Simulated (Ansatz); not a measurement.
**Is NbBAu in the AlB2 type a stable metal?**

Question: is the lattice of NbBAu in the AlB2 type stable, and if so, what are its coupling constant and resistivity?

Calculated with Ansatz 0.2.0; DFT PBEsol, scalar-relativistic, plane waves, PAW; PAW set soft_1.

Most raw output is cut from this account.

The structure was built from a prototype and need not be the compound's stable phase.

## 1. The starting structure

The structure is hexagonal, space group P-6m2 (No. 187). The conventional cell has a = 3.586 Å, b = 3.586 Å, c = 3.766 Å, α = 90.00°, β = 90.00°, γ = 120.00°. Nearest to Nb lie 6 B at 2.80 Å and 6 Au at 2.80 Å. B has 3 Au at 2.07 Å and 6 Nb at 2.80 Å nearest. Nearest to Au lie 3 B at 2.07 Å and 6 Nb at 2.80 Å. Farther neighbours are not listed.

## 2. Relaxation

Lattice constant and positions set the bands and the force constants, so the cell is relaxed first.

Contents of input.yaml:

```yaml
crystal:
  lattice:
    - [3.58644, 0.0, 0.0]
    - [-1.79322, 3.10595, 0.0]
    - [0.0, 0.0, 3.76576]
  atoms:
    - { symbol: Nb, position: [0.0, 0.0, 0.0] }
    - { symbol: B, position: [0.33333333, 0.66666667, 0.5] }
    - { symbol: Au, position: [0.66666667, 0.33333333, 0.5] }
kpoints:
  mp_grid: { grid: [9, 9, 8] }
hamiltonian:
  xc: pbesol
  pseudopotentials: { kind: paw, azcp: { folder: soft_1 }, xc_functional: pbe }
scf:
  occupations: { method: gaussian, width: 0.1 }
output:
  forces: true
  stress: true
  eigenvalues: true
relax:
  adjacent_minimum: "off"
  f_tol: 0.005
  max_steps: 80
  cell: { stress_tol: 0.05 }
```

Started as:

```
> ansatz run input.yaml --threads 4 --pin off --max-ram 12288MiB --backend cpu --events-out ev --progress --plain --runs-dir out
```

Run time: 8.9 s. Hardware: 4 threads of Arm Neoverse V2, shared host; peak memory 0.5 GiB.

Relaxation path:

| step | energy less that of the first step (eV) | largest force component (eV/Å) | pressure (GPa) | volume (Å³) |
| --- | --- | --- | --- | --- |
| 1 | 0.0000 | 0.0000 | 4.14 | 41.95 |
| 2 | -0.1596 | 0.0000 | 3.05 | 41.65 |
| 3 | -0.2060 | 0.0000 | -1.08 | 41.99 |
| 4 | -0.2061 | 0.0000 | 1.07 | 41.58 |
| 5 | -0.2068 | 0.0000 | -0.02 | 41.80 |
| 6 | -0.2068 | 0.0000 | 0.00 | 41.80 |
| 7* | -0.2076 | 0.0000 | 0.01 | 41.80 |

Relaxation steps marked * repeat the geometry before them on a plane-wave basis chosen anew for their cell, so energy and pressure can jump there. Relaxation step 4 was tried and not accepted.

The run keeps the 12 symmetry operations that it works with, so distortions that break them were not tested.

```
conventional cell, symmetrised  before  after  change
                         a (Å)   3.586  3.746  +4.4 %
                         b (Å)   3.586  3.746  +4.4 %
                         c (Å)   3.766  3.440  -8.6 %
              volume (Å³/atom)   13.98  13.93  -0.3 %
```

Final coordinates:

```cif
data_structure
_symmetry_space_group_name_H-M 'P 1'
_symmetry_Int_Tables_number 1
_cell_length_a 3.7458
_cell_length_b 3.7458
_cell_length_c 3.4402
_cell_angle_alpha 90.000
_cell_angle_beta 90.000
_cell_angle_gamma 120.000
_cell_volume 41.80
loop_
_atom_site_label
_atom_site_type_symbol
_atom_site_fract_x
_atom_site_fract_y
_atom_site_fract_z
_atom_site_occupancy
Nb1 Nb 0.00000 0.00000 0.00000 1
B2 B 0.33333 0.66667 0.50000 1
Au3 Au 0.66667 0.33333 0.50000 1
```

Numbers from this step:

- pressure: 0.006264 GPa
- volume per atom: 13.93 Å³/atom
- metallic on mesh: yes
- gap on the k-mesh: 0 eV

The largest force is now zero by symmetry and the largest stress component 0.020 GPa.

## 3. Tight relaxation

No force is left; the cell is relaxed once more with another smearing and tight thresholds.

input.yaml, the sections that differ from step 2:

```yaml
crystal:
  lattice:
    - [3.7458199974, 0.0, 0.0]
    - [-1.8729099987, 3.2439752757, 0.0]
    - [0.0, 0.0, 3.4401654825]
  atoms:
    - { symbol: Nb, position: [0.0, 0.0, 0.0] }
    - { symbol: B, position: [0.3333333333, 0.6666666667, 0.5] }
    - { symbol: Au, position: [0.6666666667, 0.3333333333, 0.5] }
scf:
  occupations: { method: methfessel_paxton, width: 0.2 }
relax:
  adjacent_minimum: "off"
  f_tol: 0.001
  max_steps: 60
  cell: { stress_tol: 0.01 }
# kpoints, hamiltonian, output: as in step 2
```

The job ended after 5.7 s (4 threads; peak memory 0.49 GiB).

Little changed from the start: no atom moved by 0.005 Å and no cell edge by 0.1 %.

Numbers from this step:

```yaml
pressure: -3.33e-5 GPa
```

The largest force is now zero by symmetry and the largest stress component 9.5e-5 GPa, small enough for phonons.

## 4. Phonons by linear response: q 2×2×2, k 6×6×4

Couplings are defined for a stable lattice alone, so phonons come first.

Contents of input.yaml:

```yaml
crystal:
  lattice:
    - [3.7457727697, 0.0, 0.0]
    - [-1.8728863849, 3.2439343754, 0.0]
    - [0.0, 0.0, 3.4399858198]
  atoms:
    - { symbol: Nb, position: [0.0, 0.0, 0.0] }
    - { symbol: B, position: [0.3333333333, 0.6666666667, 0.5] }
    - { symbol: Au, position: [0.6666666667, 0.3333333333, 0.5] }
kpoints:
  mp_grid: { grid: [6, 6, 4] }
hamiltonian:
  xc: pbesol
  pseudopotentials: { kind: paw, azcp: { folder: soft_1 }, xc_functional: pbe }
scf:
  occupations: { method: methfessel_paxton, width: 0.2 }
output:
  eigenvalues: true
phonons:
  method: dfpt
  qmesh: [2, 2, 2]
  temperatures: { t_max: 1000, t_step: 50 }
  qpath:
    path:
      - [[0.0, 0.0, 0.0], [0.5, 0.0, 0.0], [0.33333333, 0.33333333, 0.0], [0.0, 0.0, 0.0], [0.0, 0.0, 0.5], [0.5, 0.0, 0.5], [0.33333333, 0.33333333, 0.5], [0.0, 0.0, 0.5]]
      - [[0.5, 0.0, 0.5], [0.5, 0.0, 0.0]]
      - [[0.33333333, 0.33333333, 0.5], [0.33333333, 0.33333333, 0.0]]
    npoints: 10
```

Elapsed: 24 s, on 4 threads; peak memory 0.58 GiB.

This step gave:

| Item | Value |
| --- | --- |
| share of imaginary modes in the plain interpolation between solved wavevectors | 0.1069 |
| highest frequency, solved or plainly interpolated | 579.3 cm⁻¹ |

Solved on the 2×2×2 mesh alone; all other wavevectors are interpolated. Phonon branches along the path, in cm⁻¹:

| point | branch 1 | branch 2 | branch 3 | branch 4 | branch 5 | branch 6 | branch 7 | branch 8 | branch 9 |
| --- | --- | --- | --- | --- | --- | --- | --- | --- | --- |
| Γ | -88 | 0 | 0 | 0 | 198 | 198 | 206 | 527 | 527 |
| halfway | -103 | -10 | 54 | 95 | 196 | 197 | 204 | 546 | 548 |
| M | -117 | 16 | 91 | 134 | 180 | 190 | 209 | 566 | 569 |
| halfway | -117 | 50 | 105 | 130 | 171 | 175 | 222 | 564 | 575 |
| K | -117 | 77 | 119 | 124 | 157 | 167 | 228 | 565 | 579 |
| halfway | -106 | 21 | 64 | 104 | 189 | 193 | 212 | 549 | 555 |
| Γ | -88 | 0 | 0 | 0 | 198 | 198 | 206 | 527 | 527 |
| halfway | 69 | 69 | 81 | 147 | 186 | 186 | 218 | 529 | 529 |
| A | 110 | 110 | 118 | 164 | 164 | 223 | 230 | 532 | 532 |
| halfway | -40 | 108 | 113 | 160 | 177 | 219 | 229 | 544 | 546 |
| L | -102 | 98 | 106 | 145 | 156 | 233 | 236 | 555 | 558 |
| halfway | -94 | 36 | 91 | 151 | 190 | 228 | 230 | 553 | 563 |
| H | -67 | -43 | -35 | 172 | 213 | 215 | 224 | 552 | 566 |
| halfway | -58 | 85 | 133 | 140 | 190 | 218 | 228 | 545 | 550 |
| A | 110 | 110 | 118 | 164 | 164 | 223 | 230 | 532 | 532 |
| jump to L | -102 | 98 | 106 | 145 | 156 | 233 | 236 | 555 | 558 |
| halfway | -87 | 63 | 76 | 137 | 189 | 196 | 224 | 562 | 562 |
| M | -117 | 16 | 91 | 134 | 180 | 190 | 209 | 566 | 569 |
| jump to H | -67 | -43 | -35 | 172 | 213 | 215 | 224 | 552 | 566 |
| halfway | -84 | 54 | 56 | 137 | 199 | 201 | 217 | 559 | 573 |
| K | -117 | 77 | 119 | 124 | 157 | 167 | 228 | 565 | 579 |

Lowest modes at the softest wavevector of the mesh. The modes at q = (0.000, 0.500, 0.000) (shares of kinetic energy by element, %) (negative means imaginary):

```
mode  frequency (cm⁻¹)  Nb %  B %  Au %
   1            -116.7     2   98     0
   2              15.8    32    3    66
   3              91.3    28    1    71
   4             134.2    57    0    42
   5             180.2    71    1    29
   6             190.2    43    0    57
```

Displacements in mode 1 (-116.7 cm⁻¹), the largest set to 1, in the home cell:
```
Nb1  0.00  0.00 -0.04
B2   0.00  0.00 -1.00
Au3  0.00  0.00 -0.01
```

Displacements in mode 3 (91.3 cm⁻¹), the largest set to 1, in the home cell:
```
Nb1  0.00  0.00  0.91
B2   0.00  0.00 -0.57
Au3  0.00  0.00  1.00
```

Among the solved wavevectors the lowest mode, translations apart, is -117 cm⁻¹, imaginary.

## 5. Lattice stability: q 3×3×2, k 6×6×6

An imaginary mode on so few k-points may come from the sampling, so the phonons are repeated with another q and k mesh.

Changes to input.yaml since step 4:

```diff
@@ -10,3 +10,3 @@
 kpoints:
-  mp_grid: { grid: [6, 6, 4] }
+  mp_grid: { grid: [6, 6, 6] }
 hamiltonian:
@@ -20,3 +20,3 @@
   method: dfpt
-  qmesh: [2, 2, 2]
+  qmesh: [3, 3, 2]
   temperatures: { t_max: 1000, t_step: 50 }
```

Elapsed: 56 s, on 4 threads; peak memory 0.61 GiB; 3.6 min of CPU time.

Numbers from this step:

```
share of imaginary modes in the plain interpolation between solved wavevectors : 0.1075
highest frequency, solved or plainly interpolated                              : 580.5 cm⁻¹
```

Solved on the 3×3×2 mesh alone; all other wavevectors are interpolated. Phonon branches along the path, in cm⁻¹:

```
    point  branch 1  branch 2  branch 3  branch 4  branch 5  branch 6  branch 7  branch 8  branch 9
        Γ      -138         0         0         0       191       202       202       531       531
  halfway      -169        20        76       101       185       197       204       550       551
        M      -184       -18        99       128       171       190       205       567       567
  halfway      -183        39       107       123       163       172       219       556       577
        K      -182        62       114       119       150       162       225       552       580
  halfway      -174        28        84       108       182       188       212       549       559
        Γ      -138         0         0         0       191       202       202       531       531
  halfway        57        70        70       131       190       190       211       530       530
        A       109       109       120       172       172       209       234       530       530
  halfway       -93       107       116       161       163       205       229       538       543
        L      -129       104       111       127       163       225       235       550       561
  halfway      -107        80        93       147       196       226       229       548       570
        H       -37       -28        74       168       222       223       223       548       577
  halfway      -103        94       131       134       188       203       228       538       549
        A       109       109       120       172       172       209       234       530       530
jump to L      -129       104       111       127       163       225       235       550       561
  halfway      -139        62        68       136       189       190       219       559       564
        M      -184       -18        99       128       171       190       205       567       567
jump to H       -37       -28        74       168       222       223       223       548       577
  halfway      -119        64        85       130       195       202       214       550       579
        K      -182        62       114       119       150       162       225       552       580
```

Lowest modes at the softest wavevector of the mesh. The modes at q = (0.333, 0.333, 0.000) (shares of kinetic energy by element, %) (negative means imaginary):

| mode | frequency (cm⁻¹) | Nb % | B % | Au % |
| --- | --- | --- | --- | --- |
| 1 | -182.0 | 0 | 100 | 0 |
| 2 | 61.7 | 56 | 0 | 44 |
| 3 | 114.4 | 0 | 5 | 95 |
| 4 | 119.4 | 0 | 0 | 100 |
| 5 | 150.3 | 100 | 0 | 0 |
| 6 | 162.4 | 100 | 0 | 0 |

Displacements in mode 1 (-182.0 cm⁻¹), the largest set to 1, in the home cell:
```
Nb1  0.00  0.00  0.00
B2   0.00  0.00 -1.00
Au3  0.00  0.00  0.00
```

Displacements in mode 2 (61.7 cm⁻¹), the largest set to 1, in the home cell (x, y, z of the real part, then of the imaginary part):
```
Nb1  0.85  0.53  0.00 -0.53  0.85  0.00
B2   0.00  0.00  0.00  0.00  0.00  0.00
Au3  0.53  0.29  0.00  0.29 -0.53  0.00
```

The modes has structure finer than the step of the table below, so its rows give means over 20 cm⁻¹, whole bins alone (the curve runs from -194 to 608 cm⁻¹). Peaks (cm⁻¹: height): Au -117.9: 0.00307, 93.7: 0.0224, 129.0: 0.0214, 214.7: 0.0162; B -173.3: 0.00904, 552.3: 0.0564; Nb -117.9: 0.00466, 78.6: 0.00864, 194.5: 0.0336.

Phonopy on the run's constants, 17x17x17 mesh, Gaussian sigma 5.7 cm⁻¹. The modes by wavenumber; means over each step; values in 1/cm⁻¹/cell:

| wavenumber (cm⁻¹) | Au | B | Nb |
| --- | --- | --- | --- |
| -180 | 8.2e-5 | 0.00669 | 1.9e-4 |
| -160 | 2.5e-4 | 0.00734 | 5.3e-4 |
| -140 | 8.8e-4 | 0.00642 | 0.00158 |
| -120 | 0.00270 | 0.00610 | 0.00419 |
| -100 | 0.00163 | 0.00257 | 0.00218 |
| -80 | 7.3e-4 | 9.5e-4 | 7.9e-4 |
| -60 | 4.1e-4 | 4.1e-4 | 3.5e-4 |
| -40 | 2.1e-4 | 1.4e-4 | 1.3e-4 |
| -20 | 2.3e-4 | 1.0e-4 | 1.1e-4 |
| 0 | 4.7e-4 | 2.9e-5 | 2.3e-4 |
| 20 | 0.00354 | 2.6e-4 | 0.00175 |
| 40 | 0.00678 | 5.3e-4 | 0.00338 |
| 60 | 0.0116 | 0.00134 | 0.00552 |
| 80 | 0.0199 | 0.00250 | 0.00805 |
| 100 | 0.0199 | 0.00299 | 0.00576 |
| 120 | 0.0199 | 0.00272 | 0.00604 |
| 140 | 0.0153 | 0.00253 | 0.00385 |
| 160 | 0.00456 | 0.00142 | 0.0126 |
| 180 | 0.00819 | 0.00241 | 0.0301 |
| 200 | 0.0141 | 0.00345 | 0.0318 |
| 220 | 0.0132 | 0.00208 | 0.0257 |
| 240 | 0.00190 | 2.0e-4 | 0.00509 |
| 260 | 1.2e-6 | 0 | 3.7e-6 |
| 280 | 0 | 0 | 0 |
| 300 | 0 | 0 | 0 |
| 320 | 0 | 0 | 0 |
| 340 | 0 | 0 | 0 |
| 360 | 0 | 0 | 0 |
| 380 | 0 | 0 | 0 |
| 400 | 0 | 0 | 0 |
| 420 | 0 | 0 | 0 |
| 440 | 0 | 0 | 0 |
| 460 | 0 | 0 | 0 |
| 480 | 0 | 0 | 0 |
| 500 | 0 | 1.6e-6 | 0 |
| 520 | 2.0e-4 | 0.00388 | 7.2e-7 |
| 540 | 0.00130 | 0.0384 | 1.5e-5 |
| 560 | 0.00140 | 0.0419 | 1.9e-5 |
| 580 | 5.6e-4 | 0.0122 | 5.6e-6 |

No LO-TO term; unit eigenvectors of the mass-weighted matrix. Modes at Γ, with each element's share of the kinetic energy (negative means imaginary):

```
mode  frequency (cm⁻¹)  symmetry  Nb %  B %  Au %
   1            -137.7      A2''     2   96     2
   2               0.0   unnamed    31    4    66
   3               0.0   unnamed    31    4    66
   4               0.0   unnamed    31    4    66
   5             191.3      A2''    67    0    33
   6             202.0        E'    69    2    29
   7             202.0        E'    69    2    29
   8             530.6        E'     0   94     6
   9             530.6        E'     0   94     6
```

Displacements in mode 1 (-137.7 cm⁻¹), the largest set to 1:
```
Nb1  0.00  0.00 -0.05
B2   0.00  0.00  1.00
Au3  0.00  0.00 -0.03
```

Displacements in mode 9 (530.6 cm⁻¹), the largest set to 1:
```
Nb1  0.00  0.01  0.00
B2   0.00  1.00  0.00
Au3  0.00 -0.06  0.00
```

Among the solved wavevectors the lowest mode, translations apart, is -182 cm⁻¹, imaginary.

## 6. Resistivity: q 3×3×2, k 6×6×6, scattering 12×12×12

Phonons, couplings and the Boltzmann equation in one run.

Changes to input.yaml since step 5:

```diff
@@ -28 +28,4 @@
     npoints: 10
+  electrical_resistivity:
+    mesh: [12, 12, 12]
+    temperatures: [20.0, 50.0, 77.0, 100.0, 150.0, 200.0, 300.0, 400.0, 600.0, 800.0]
```

Run time: 63 s. Hardware: 4 threads; peak memory 0.62 GiB.

The run ended with an error.

The program's message: “electrical resistivity: the mode of lowest frequency at the wavevector [0.0000, -0.5000, 0.0000] is imaginary, -183.61 cm⁻¹ (written negative): the force constants describe an unstable lattice; relax …”

The run stops because a mode is imaginary on the scattering mesh, where no scattering rate is defined; denser k meshes, other smearings and, between solved wavevectors, finer q meshes show whether the instability is real.

## 7. Results

```yaml
phonon_run_of_the_rows_without_a_label_of_their_own: PBEsol, q 3×3×2, k 6×6×6
softest_mode_on_the_q_mesh: -182 cm⁻¹ at q = (0.333, 0.333, 0)
highest_frequency_solved_or_plainly_interpolated: 581 cm⁻¹
```

In words: The lattice is dynamically unstable at this level: a mode at q = (0.333, 0.333, 0) is imaginary, 182i cm⁻¹, so no harmonic coupling constant or resistivity is defined for this structure. These meshes are coarse, and single modes of a metal can move by tens of cm⁻¹ with the k mesh. The coarser mesh found an imaginary mode at another wavevector, which this mesh lacks. Spin–orbit coupling, left out here, matters for Au. The phonon runs are not spin-polarised. The PAW files were made for PBE; under other functionals the run regenerates their frozen core. The structure was built by hand as an ordered model, and its stability against other phases was not tested.

[Logs are printed without paths, hosts, clocks, repeated set-up lines and the standing remarks that a program may print on its own settings, such as how far it seeks lower states.]

[Hosts, paths, dates, database ids (printed as entryN), source tags and the programs' standing remarks are cut or masked in the printed files.]
